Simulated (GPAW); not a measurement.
**YHSe (P-6m2): G0W0 with GPAW, start to end**

Wanted: ground state, empty states, screening and self-energy for YHSe (P-6m2).

Method: LDA and many-body steps on it, plane waves, in GPAW 26.7.0.

### Step 1. The structure

It takes space group P-6m2 (No. 187, hexagonal). Conventional cell: a = 3.841 Å, b = 3.841 Å, c = 3.916 Å, α = 90.00°, β = 90.00°, γ = 120.00°. Nearest to Y lie 3 H at 2.22 Å and 6 Se at 2.96 Å. Nearest to H lie 3 Y at 2.22 Å. Se has 6 H at 2.96 Å and 6 Y at 2.96 Å nearest. Farther neighbours and most contacts between anions are not listed.

The cell and positions are those that the Materials Project relaxed with its own functionals (PBE, PBE+U or r2SCAN), kept fixed.

### Step 2. Ground state

This step: GPAW 26.7.0; DFT, LDA, plane waves, PAW.

The ground-state density comes first.

run.py reads:

```python
import json
import numpy as np
from gpaw.mpi import world
from ase import Atoms
from gpaw import GPAW, PW, FermiDirac

atoms = Atoms(['Y', 'H', 'Se'],
    cell=[[3.8409313358, 0.0000000000, 0.0000000000],
      [-1.9204656679, 3.3263441110, 0.0000000000],
      [0.0000000000, 0.0000000000, 3.9155495600]],
    scaled_positions=[[0.0000000000, 0.0000000000, 0.0000000000],
      [0.3333333333, 0.6666666667, 0.0000000000],
      [0.6666666667, 0.3333333333, 0.5000000000]],
    pbc=(True, True, True))
calc = GPAW(mode=PW(600),
    xc='LDA',
    kpts={'size': (6, 6, 6), 'gamma': True},
    occupations=FermiDirac(0.001),
    nbands=-7,
    convergence={'density': 1e-6, 'bands': -3},
    maxiter=100,
    txt='gs.txt')
atoms.calc = calc
res = {'energy': atoms.get_potential_energy()}
kpts = calc.get_ibz_k_points()
res['kpts'] = kpts
res['eigenvalues'] = [calc.get_eigenvalues(kpt=k) for k in range(len(kpts))]
res['n_electrons'] = calc.get_number_of_electrons()
calc.write('gs.gpw')

if world.rank == 0:
    with open('result.json', 'w') as f:
        json.dump(res, f, default=lambda x: x.tolist())
```

Command:

```
$ mpirun -n 4 gpaw python run.py
```

Numbers of over 12 decimals in the logs are rounded to 6 here.

Log:

```text
__  _  _
 | _ |_)|_||  |
 |__||  | ||/\| - 26.7.0

Input parameters:
  mode=PW(ecut=600.0),
  convergence={'density': 1e-06, 'bands': -3},
  kpts=MonkhorstPack(size=(6, 6, 6), gamma=True),
  maxiter=100,
  nbands=-7,
  occupations=Occupations(name='fermi-dirac', width=0.001, fixmagmom=False),
  xc=XC(name='LDA')
  [... matrices ...]
Diagonalizing LCAO Hamiltonian
Converting LCAO to pw mode

             Se

         H
       Y

Atoms  # Å, Bohr magnetons
|   | symbol |         x |        y |        z |    initial magnetic moments |
| 0 |      Y |  0.000000 | 0.000000 | 0.000000 | ( 0.0000,  0.0000,  0.0000) |
| 1 |      H | -0.000000 | 2.217563 | 0.000000 | ( 0.0000,  0.0000,  0.0000) |
| 2 |     Se |  1.920466 | 1.108781 | 1.957775 | ( 0.0000,  0.0000,  0.0000) |

Unit cell  # Å
| periodic |         x |        y |        z |  lengths |     angles |
|      yes |  3.840931 | 0.000000 | 0.000000 | 3.840931 |  90.000000 |
|      yes | -1.920466 | 3.326344 | 0.000000 | 3.840931 |  90.000000 |
|      yes |  0.000000 | 0.000000 | 3.915550 | 3.915550 | 120.000000 |

Number of symmetries: 12
Symmetry operations  # r_c * U_cc + t_c -> r_c
|    | kind |            matrix            |
|  0 |  σ   |  1, 1, 0,  0,-1, 0,  0, 0, 1 |
|  1 |  C2  |  1, 1, 0,  0,-1, 0,  0, 0,-1 |
|  2 |  E   |  1, 0, 0,  0, 1, 0,  0, 0, 1 |
|  3 |  σ   |  1, 0, 0,  0, 1, 0,  0, 0,-1 |
|  4 |  C3  |  0, 1, 0, -1,-1, 0,  0, 0, 1 |
|  5 |  S3  |  0, 1, 0, -1,-1, 0,  0, 0,-1 |
|  6 |  σ   |  0,-1, 0, -1, 0, 0,  0, 0, 1 |
|  7 |  C2  |  0,-1, 0, -1, 0, 0,  0, 0,-1 |
|  8 |  σ   | -1, 0, 0,  1, 1, 0,  0, 0, 1 |
|  9 |  C2  | -1, 0, 0,  1, 1, 0,  0, 0,-1 |
| 10 |  C3  | -1,-1, 0,  1, 0, 0,  0, 0, 1 |
| 11 |  S3  | -1,-1, 0,  1, 0, 0,  0, 0,-1 |

BZ-sampling:
  Number of BZ points: 216
  Number of IBZ points: 28

  Monkhorst-Pack size: [6, 6, 6]
  Monkhorst-Pack shift: [0.083333, 0.083333, 0.083333]

K-points  # in reciprocal-cell coordinates
|     |                                coordinates |     weight |
|   0 | (  0.00000000,   0.00000000,   0.00000000) | 0.00462963 |
|   1 | (  0.00000000,   0.00000000,   0.16666667) | 0.00925926 |
|   2 | (  0.00000000,   0.00000000,   0.33333333) | 0.00925926 |
|   3 | (  0.00000000,   0.00000000,   0.50000000) | 0.00462963 |
|   4 | (  0.16666667,   0.00000000,   0.00000000) | 0.02777778 |
|   5 | (  0.16666667,   0.00000000,   0.16666667) | 0.05555556 |
|   6 | (  0.16666667,   0.00000000,   0.33333333) | 0.05555556 |
|   7 | (  0.16666667,   0.00000000,   0.50000000) | 0.02777778 |
|   8 | (  0.33333333,  -0.16666667,   0.00000000) | 0.02777778 |
|   9 | (  0.33333333,  -0.16666667,   0.16666667) | 0.05555556 |
| ... |                                            |            |
|  27 | (  0.50000000,   0.50000000,   0.50000000) | 0.01388889 |

Plane wave coefficients: 1696
Cutoff: 600.0 eV

Spin-components: 1 (collinear spins)
Bands:           16
Projectors:      14
Spin-degeneracy: 2
Datatype:        complex128

  Storage: CPU
  Wave functions: 12_020_736 bytes (3_005_184 per core)
  Projectors: 19_533_696 bytes (4_883_424 per core)
  [... matrices ...]
Parallelization:
  kpt:    4
  domain: 1
  band:   1

Density:
  Valence electrons: 18.0
  Components: 1
  Grid points: [24 24 24]
  Charge: 0.0  # |e|

Potential:
  Grid points: [24 24 24]

species:
  Y:
    name:    Yttrium
    Z:       39.0
    valence: 11
    core:    28
    charge:  0.0  # [|e|]
    compensation charges:
      type: gauss
      rc: 0.40  # [Å]
      lmax: 2
    cutoffs:
      filter: 2.39  # [Å]
      core: 1.70  # [Å]
    projectors
    | kind |    occ | energy [eV] | rcut [Å] |
    |   4s |  2.000 |     -47.976 |    1.328 |
    |   5s |  2.000 |      -4.228 |    1.328 |
    |   4p |  6.000 |     -27.951 |    1.318 |
    |   5p |  0.000 |      -1.496 |    1.318 |
    |   4d |  1.000 |      -2.645 |    1.286 |
    |    d |        |      24.567 |    1.286 |

    Using partial waves for Y as LCAO basis

  H:
    name:    Hydrogen
    Z:       1.0
    valence: 1
    core:    0
    charge:  0.0  # [|e|]
    compensation charges:
      type: gauss
      rc: 0.15  # [Å]
      lmax: 2
    cutoffs:
      filter: 0.85  # [Å]
      core: 0.53  # [Å]
    projectors
    | kind |    occ | energy [eV] | rcut [Å] |
    |   1s |  1.000 |      -6.353 |    0.476 |
    |    s |        |      20.858 |    0.476 |
    |    p |        |       0.000 |    0.476 |

    Using partial waves for H as LCAO basis

  Se:
    name:    Selenium
    Z:       34.0
    valence: 6
    core:    28
    charge:  0.0  # [|e|]
    compensation charges:
      type: gauss
      rc: 0.27  # [Å]
      lmax: 2
    cutoffs:
      filter: 1.77  # [Å]
      core: 2.67  # [Å]
    projectors
    | kind |    occ | energy [eV] | rcut [Å] |
    |   4s |  2.000 |     -17.472 |    0.847 |
    |   4p |  4.000 |      -6.656 |    1.005 |
    |    s |        |       9.739 |    0.847 |
    |    p |        |      20.555 |    1.005 |
    |    d |        |       0.000 |    0.847 |

    Using partial waves for Se as LCAO basis

Reference energy: -158017.189022  # eV

eigensolver:
  PPCG
  Converge bands: -3
  niter=2

density mixing:
  MSR1-Mixer
  Pratt-step length: 0.05
  Maximum mixing coefficient: 0.75
  Old densities: 10
  SVD Regularization: 0.005
  Good broyden scale: 1.0
  Trust region scale: 1.0
  Backstep threshold: 4.0
  History deletion threshold: 6.0
  Fourier metric: weight=20.0, sigma=0.015

occupation numbers:
  Fermi-Dirac:
    width: 0.0010  # eV

poisson solver:
  ecut: 4800.0  # eV

xc functional:
  name: None

Initialization done in: 1.209 s

convergence criteria:
- Maximum integral of absolute [dens]ity change: 1e-06 electrons / valence electron
- Maximum [total energy] change in last 3 cyles: 0.0005 eV / valence electron
- Maximum integral of absolute [eigenst]ate change: 4e-08 eV^2 / valence electron
maximum number of iterations: 100

SCF iterations
|iter     |     time |      energy | eigst |  dens |
|iter:   1|  |  -18.088784 | +0.66 |       |
|iter:   2|  |  -17.998079 | -0.94 | -1.12 |
|iter:   3|  |  -17.553097 | -0.80 | -1.16 |
|iter:   4|  |  -17.552180 | -2.99 | -1.79 |
|iter:   5|  |  -17.552441c| -3.78 | -2.19 |
|iter:   6|  |  -17.552434c| -4.61 | -2.85 |
|iter:   7|  |  -17.552435c| -5.65 | -3.38 |
|iter:   8|  |  -17.552435c| -7.00 | -4.28 |
|iter:   9|  |  -17.552435c| -7.76c| -4.90 |
|iter:  10|  |  -17.552435c| -8.33c| -5.65 |
|iter:  11|  |  -17.552435c| -8.68c| -6.30c|

Converged in 11 steps
SCF loop duration: 3.711 s (0.337 s/step)
Energy contributions relative to reference atoms: (reference = -158017.189022)
  [... matrices ...]
Energy contributions:
  Kinetic:          11.042660
  Coulomb:         -12.107496
  Zero:             -0.182839
  External:          0.000000
  Xc:              -16.304761
  Entropy:          -0.000000
  Spinorbit:         0.000000
  ----------------------------
  Free energy:     -17.552435
  Extrapolated:    -17.552435

dipole moment: (-5.645102, -13.313474, -16.556764)  # |e|*Ang

Fermi level: 7.727
Eigenvalues  # (at kpt = [0.000, 0.000, 0.000])
| band index |      eig [eV] | occ [0-2] |
|          0 |       -35.094 |     2.000 |
|          1 |       -15.140 |     2.000 |
|          2 |       -15.039 |     2.000 |
|          3 |       -15.039 |     2.000 |
|          4 |        -6.281 |     2.000 |
|          5 |         3.362 |     2.000 |
|          6 |         5.247 |     2.000 |
|          7 |         5.377 |     2.000 |
|          8 |         5.377 |     2.000 |
|          9 |         8.301 |     0.000 |
|         10 |        10.674 |     0.000 |
|         11 |        10.674 |     0.000 |
|         12 |        10.872 |     0.000 |
|         13 |        10.872 |     0.000 |
|         14 |        13.863 |     0.000 |
|         15 |        15.948 |     0.000 |

Gap: 1.369 eV
Transition (v -> c):
  (s=0, k=3, n=8, [0.00, 0.00, 0.50]) -> (s=0, k=0, n=9, [0.00, 0.00, 0.00])
Direct/indirect transitions are different
Direct gap: 1.745 eV
Transition at: (s=0, k=3, n=8, [0.00, 0.00, 0.50])
# Writing to gs.gpw (mode='')
  [... matrices ...]
```

The job ended after 6.7 s (4 MPI ranks of Arm Neoverse V1, shared host; peak memory 0.67 GiB).

Numbers from this step:

* total energy: -17.55 eV
* gap: 1.369 eV
* k of the valence top: 0, 0, 0.5
* k of the conduction bottom: 0, 0, 0
* least direct gap: 1.745 eV

The gap is indirect, with the least direct gap 0.38 eV higher.

### Step 3. Empty states on the mesh, 3×3×4 mesh, 331 bands

The sums over transitions need many empty states on a uniform mesh; this step solves for them.

run.py reads:

```python
import json
import numpy as np
from gpaw.mpi import world
from gpaw import GPAW

calc = GPAW('gs.gpw').fixed_density(kpts={'size': (3, 3, 4), 'gamma': True},
    parallel={'domain': 1, 'band': 1},
    txt='nscf.txt')
calc.diagonalize_full_hamiltonian(nbands=331)
calc.write('full.gpw', mode='all')
res = {}
kpts = calc.get_ibz_k_points()
res['kpts'] = kpts
res['eigenvalues'] = [calc.get_eigenvalues(kpt=k) for k in range(len(kpts))]
res['n_electrons'] = calc.get_number_of_electrons()

if world.rank == 0:
    with open('result.json', 'w') as f:
        json.dump(res, f, default=lambda x: x.tolist())
```

Command:

```
$ mpirun -n 4 gpaw python run.py
```

Log:

```text
Diagonalizing LCAO Hamiltonian
Converting LCAO to pw mode
convergence criteria:
- Maximum integral of absolute [eigenst]ate change: 4e-08 eV^2 / valence electron
maximum number of iterations: 100

SCF iterations
|iter     |     time |      energy | eigst |  dens |
|iter:   1|  |             | +0.39 |       |
|iter:   2|  |             | -1.13 |       |
|iter:   3|  |             | -2.46 |       |
[...]
|iter:   7|  |             | -6.20 |       |
|iter:   8|  |             | -6.96 |       |
|iter:   9|  |             | -7.66c|       |
SCF steps: 9
  __  _  _
 | _ |_)|_||  |
 |__||  | ||/\| - 26.7.0

Input parameters:
  mode=PW(ecut=600.0),
  convergence={'density': 1e-06, 'bands': -3},
  gpts=array([24, 24, 24]),
  kpts=MonkhorstPack(size=(3, 3, 4), gamma=True),
  maxiter=100,
  nbands=16,
  occupations=Occupations(name='fermi-dirac', width=0.001, fixmagmom=False),
  parallel={'domain': 1, 'band': 1},
  xc=XC(name='LDA')
Matrix size: 1677x1677
# Writing to full.gpw (mode='all')
  [... matrices ...]

timing:  # [seconds]
  Total: 15.217  # ━━━━━━━━━━━━━━━━━━━━━━━━━━━━━━━━━━━━━━━━━━━━━━━━━━━━━━━━━━
```

It took 19 s on 4 MPI ranks; peak memory 1.6 GiB.

This step gave:

```
gap                                                           : 1.369 eV
k of the valence top                                          : 0, 0, 0.5
k of the conduction bottom                                    : 0, 0, 0
least direct gap                                              : 1.745 eV
k points computed                                             : 9
lowest point of the top converged band, above the valence top : 182.2117 eV
```

On this mesh the gap is 1.369 eV.

### Step 4. Screening and self-energy, 3×3×4 mesh, 149 bands, screening to 120 eV

G0W0 replaces the xc potential by the self-energy, built once from these orbitals. Only a window of levels is corrected, while the sums run over the empty bands that the input names.

This step: G0W0 on LDA, plane waves, PAW.

run.py reads:

```python
import json
import numpy as np
from gpaw.mpi import world
from gpaw.response.g0w0 import G0W0

gw = G0W0('full.gpw',
    filename='gw',
    kpts=[0, 2],
    bands=(7, 11),
    ecut=120,
    nbands=149,
    integrate_gamma='WS',
    ppa=True)
gw.calculate()
res = {mode: {k: v for k, v in r.items() if k != 'sigma_eskwn'}
       for mode, r in gw.all_results.items()}

if world.rank == 0:
    with open('result.json', 'w') as f:
        json.dump(res, f, default=lambda x: x.tolist())
```

Command:

```
$ mpirun -n 4 gpaw python run.py
```

Log:

```text
Using integrator: PointIntegrator
FrequencyGridDescriptor(from 0.000+0.000j to 0.000+27.211j eV, 2 points)
Nonperiodic BCs:  [False False False]
Using integrator: PointIntegrator
FrequencyGridDescriptor(from 0.000+0.000j to 0.000+27.211j eV, 2 points)
Nonperiodic BCs:  [False False False]
  ___  _ _ _
 |   || | | |
 | | || | | |
 |__ ||_____|
 |___|

BZ k-points: Symmetries present (total): 12

  [... matrices ...]
36 k-points: 3 x 3 x 4 Monkhorst-Pack grid + [0.000000,0.000000,1/8]
9 k-points in the irreducible part of the Brillouin zone
       k-points in crystal coordinates                weights
   0:     0.00000000    0.00000000    0.00000000          1/36
   1:     0.00000000    0.00000000    0.25000000          2/36
   2:     0.00000000    0.00000000    0.50000000          1/36
   3:     0.33333333    0.00000000    0.00000000          6/36
   4:     0.33333333    0.00000000    0.25000000         12/36
   5:     0.33333333    0.00000000    0.50000000          6/36
   6:     0.33333333    0.33333333    0.00000000          2/36
   7:     0.33333333    0.33333333    0.25000000          4/36
   8:     0.33333333    0.33333333    0.50000000          2/36

Distributing spins, k-points and bands (1 x 2 x 4) over 4 processes
Number of blocks: 1

Quasi particle states:
k-points (IBZ indices): [0, 2]
Band range: (7, 11)
  [... matrices ...]
Computational parameters:
Plane wave cut-off: 120 eV
Number of bands: 149
Coulomb cutoff: None
Broadening: 0.1 eV

fxc modes: GW
Kernel: RPA
Using Godby-Needs plasmon-pole approximation:
  Fitting energy: i*E0, E0 = 1.000 Hartree
Summing all q:

Calculating screened Coulomb potential
No Coulomb truncation
FrequencyGridDescriptor(from 0.000+0.000j to 0.000+27.211j eV, 2 points)
Removing empty qpoint cache files...

Calculating chi0 body with:
    Ground state adapter containing:
    Number of spins: 1
    Number of kpoints: 36
    Number of irreducible kpoints: 9
    Number of completely occupied states: 9
    Number of partially occupied states: 9
    Occupied states memory: 1.8984375 M / cpu

    Linear response parametrization:
    q_c: [0.0, 0.0, 0.0]
    Number of frequency points: 2
    Planewave cutoff: 120.0
    Number of bands: 149
    Number of planewaves: 145
    Broadening (eta): 1e-06
    comm.size: 4
    kncomm.size: 4
    blockcomm.size: 1

    Memory estimate of potentially large arrays:
        chi0_wGG: 0.641632 M / cpu
Integrating chi0 body.

Symmetries of q_c:
    Direct symmetries (Uq -> q): 12
    Indirect symmetries (TUq -> q): 12
In total 24 allowed symmetries.

  [... matrices ...]
9 groups of equivalent kpoints. 75.0% reduction.

Integral kind: response function
Integrating chi0 head and wings.

Symmetries of q_c:
    Direct symmetries (Uq -> q): 12
    Indirect symmetries (TUq -> q): 12
In total 24 allowed symmetries.

  [... matrices ...]
9 groups of equivalent kpoints. 75.0% reduction.

Integral kind: response function wings

Calculating chi0 body with:
    Ground state adapter containing:
    Number of spins: 1
    Number of kpoints: 36
    Number of irreducible kpoints: 9
    Number of completely occupied states: 9
    Number of partially occupied states: 9
    Occupied states memory: 1.8984375 M / cpu

    Linear response parametrization:
[... the further q-points ...]

Results:
f:      Occupation numbers
eps:     KS-eigenvalues [eV]
vxc:     KS vxc [eV]
exx:     Exact exchange [eV]
sigma:   Self-energies [eV]
dsigma:  Self-energy derivatives
Z:       Renormalization factors
qp:      QP-energies [eV]

k-point 0 (0): (0.000, 0.000, 0.000)                GW
band       f     eps     vxc     exx   sigma  dsigma       Z      qp
                                                                   GW
   7   1.000   5.377 -14.647 -16.683   1.660  -0.259   0.794   5.079
   8   1.000   5.377 -14.647 -16.683   1.660  -0.259   0.794   5.079
   9   0.000   8.301 -12.616  -7.790  -4.076  -0.235   0.810   8.908
  10   0.000  10.674 -15.340  -9.691  -4.509  -0.257   0.796  11.581

k-point 1 (2): (0.000, 0.000, 0.500)                GW
band       f     eps     vxc     exx   sigma  dsigma       Z      qp
                                                                   GW
   7   1.000   5.793 -15.227 -17.283   1.655  -0.257   0.796   5.474
   8   1.000   6.932 -14.069 -16.057   1.342  -0.255   0.797   6.417
   9   0.000   8.677 -13.782  -8.519  -4.176  -0.242   0.805   9.552
  10   0.000   8.677 -13.782  -8.519  -4.176  -0.242   0.805   9.552
```

Run time: 30 s. Hardware: 4 MPI ranks; peak memory 1.3 GiB.

Numbers from this step:

* G0W0 gap on the points computed: 2.491 eV
* least direct G0W0 gap on the computed points: 3.135 eV
* Z at the valence top: 0.7968
* Z at the conduction bottom: 0.8097
* starting gap on the mesh: 1.369 eV
* k of the valence top: 0, 0, 0.5
* k of the conduction bottom: 0, 0, 0

The gap on the mesh goes from 1.37 eV to 2.49 eV, a correction of +1.12 eV.

Limits: finite bands, cutoff and mesh; no spin-orbit coupling; coarse k mesh. v1 is the top filled band, c1 the lowest empty one. The levels before and after the correction (eV, zero at the valence-band top of each column):

|  | conduction bottom | valence top |
| --- | --- | --- |
| Kohn-Sham | 1.37 | 0.00 |
| G0W0 | 2.49 | 0.00 |

|  | level | energy (eV) |
| --- | --- | --- |
| Kohn-Sham | Γ v2-v1 | -1.555 |
| Kohn-Sham | Γ c1 | 1.369 |
| Kohn-Sham | Γ c2 | 3.742 |
| Kohn-Sham | (0 0 0.5) v2 | -1.139 |
| Kohn-Sham | (0 0 0.5) v1 | 0.000 |
| Kohn-Sham | (0 0 0.5) c1-c2 | 1.745 |
| G0W0 | Γ v2-v1 | -1.339 |
| G0W0 | Γ c1 | 2.491 |
| G0W0 | Γ c2 | 5.164 |
| G0W0 | (0 0 0.5) v2 | -0.943 |
| G0W0 | (0 0 0.5) v1 | 0.000 |
| G0W0 | (0 0 0.5) c1-c2 | 3.135 |

### Step 5. Where the time went

Times are wall times on 4 MPI ranks of Arm Neoverse V1, shared host, good to a factor of about two.

| step | time | share | memory (GiB) |
| --- | --- | --- | --- |
| ground state | 6.7 s | 12 % | 0.67 |
| empty states on the mesh | 19 s | 35 % | 1.6 |
| screening and self-energy | 30 s | 53 % | 1.3 |

### Step 6. Outcome

* LDA gap: 1.37 eV, indirect
* G0W0 gap on the mesh: 2.49 eV
* GW settings: 3×3×4 mesh, 149 bands, screening to 120 eV, Godby-Needs plasmon pole
* known limits: not at the basis limit; no spin-orbit coupling; coarse k mesh

G0W0 moves the gap on the mesh from 1.37 eV to 2.49 eV (+1.12 eV), with Z of 0.80 and 0.81 at the edges. Only 2 of the mesh's irreducible points were corrected, so a valley elsewhere could overtake. The dearest step here is «screening and self-energy». Bands and cutoff are finite, so the gap is not at the basis limit. The miss can reach some tenths of an eV and take either sign; the mesh is an error of its own. These stock PAW sets were not made for GW; the filled d or f shell of Se lies in the frozen core, which bears on start and correction. In the G0W0 run levels were corrected at 2 k points alone, so a gap called «on the mesh» is the least over those, and an edge elsewhere would be missed. The 3×3×4 mesh is coarse for this cell, which bears on the long-range parts of exchange and screening. The many-body steps are scalar-relativistic: spin-orbit coupling is not in them.

[Paths, hosts, dates, memory and timing lines, banners, echoed tables and standing remarks are left out of the program output.]

[Logs are printed without paths, hosts, clocks, repeated set-up lines and the standing remarks that a program may print on its own settings, such as how far it seeks lower states.]

[Runs of the session that timed out or met a known fault of the program may be left out.]

[Hosts, paths, dates, database ids (printed as entryN), source tags and the programs' standing remarks are cut or masked in the printed files.]
